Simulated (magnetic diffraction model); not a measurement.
**Magnetic neutron pattern of Cu₂H₃S₃Cl**

Space group C2/m (no. 12), a = 11.6380 Å, b = 7.8940 Å, c = 7.0310 Å, β = 115.77°.

| site | atom | x | y | z |
| --- | --- | --- | --- | --- |
| 4f | Cu | 1/4 | 1/4 | 1/2 |
| 2a | Cu | 0 | 0 | 0 |
| 2c | Cu | 0 | 0 | 1/2 |
| 4i | Cl | 0.3073 | 0 | 0.1907 |
| 4i | S | 0.7782 | 0 | 0.3498 |
| 8j | S | 0.5477 | 0.7001 | 0.2658 |
| 4i | H | 0.7373 | 0 | 0.1785 |
| 8j | H | 0.4802 | 0.8015 | 0.2283 |

This is a made-up structure (elements placed in a structure type, unrelaxed), so the numbers test the method and describe no known phase.

Only Cu is taken to order (form factors of Cu2+); orders and moment sizes are assumed, and not adapted to the symmetry. Radiation: neutrons of λ = 2.52 Å, 5° to 60°; isotropic B of 0.33 Å² (Cu), 0.43 Å² (Cl), 0.4 Å² (S) and 0.46 Å² (H). The intensities are simulated: I ∝ L Σ (|F_N|² + |F_M⊥|²) for unpolarised neutrons, with F_M = 2.695 fm/μB × Σ f(s) S exp(2πi Q·r) exp(−B s²) at Q = H ± k (one set where k and −k are equivalent), only the part normal to Q counting and L = 1/(sin²θ cos θ). For collinear order S is the moment m, which repeats by lattice and centring translations R with the sign exp(−2πi k·R). Form factors are spin-only for 3d ions and dipole or tabulated for f ions, scattering lengths are Sears's of 1992, and absorption is left out. A label names one of the reflections at its angle. The strongest nuclear line in the range is 100, and lines under 0.2 are left out.

Assume the order k = (0 1 0), collinear moments along [101], 0.66 μB on Cu; signs + at (1/4, 1/4, 1/2), − at (1/4, 3/4, 1/2), + at (0, 0, 0), − at (0, 0, 1/2).

Predict the pattern, nuclear and magnetic parts apart.

```csv
2θ (°),index,nuclear,magnetic
18.37,(0 1 0),0.0,2.8
21.01,(1 0 -1),0.0,2.1
22.96,(0 0 1),49.6,0.0
23.05,(1 1 0),100.0,0.0
27.33,(2 0 -1),9.1,0.0
27.83,(2 0 0),31.4,0.0
28.05,(1 1 -1),57.5,0.0
29.56,(0 1 1),0.0,3.1
31.76,(1 0 1),0.0,0.2
33.13,(2 1 -1),0.0,2.6
33.55,(2 1 0),0.0,0.5
36.93,(1 1 1),57.4,0.0
37.23,(0 2 0),24.0,0.0
38.24,(3 0 -1),0.0,0.3
42.73,(3 1 -1),0.6,0.0
42.78,(2 0 -2),0.9,0.0
43.14,(1 2 -1),0.0,0.8
43.78,(2 0 1),14.5,0.0
44.19,(0 2 1),29.5,0.0
46.46,(3 1 0),94.0,0.0
46.64,(1 1 -2),96.4,0.0
46.80,(2 2 -1),94.2,0.0
46.91,(0 0 2),20.7,0.0
46.92,(2 1 -2),0.0,0.7
47.11,(2 2 0),39.5,0.0
47.85,(2 1 1),0.0,0.3
49.72,(1 2 1),0.0,0.4
50.78,(0 1 2),0.0,0.4
51.34,(4 0 -1),10.9,0.0
51.56,(3 1 -2),23.6,0.0
54.43,(3 2 -1),0.0,0.3
54.99,(4 1 -1),0.0,0.4
56.39,(4 0 -2),77.1,0.0
57.22,(0 3 0),0.0,0.2
57.49,(4 0 0),13.2,0.0
57.98,(2 2 -2),41.9,0.0
58.66,(1 1 2),6.5,0.0
58.79,(2 2 1),5.9,0.0
59.17,(1 3 0),6.1,0.0
59.83,(4 1 -2),0.0,0.3
```

The strongest magnetic line in the range is (0 1 1) at 29.56° (3.1). On top of the Lorentz factor, which all lines share, magnetic lines fade with angle because f falls: for Cu2+ it is 0.93, 0.75, 0.55 and 0.23 at sin θ/λ = 0.1, 0.2, 0.3 and 0.5 Å⁻¹, while nuclear lengths stay constant. The order has no net moment.

[Logs are printed without paths, hosts, clocks, repeated set-up lines and the standing remarks that a program may print on its own settings, such as how far it seeks lower states.]
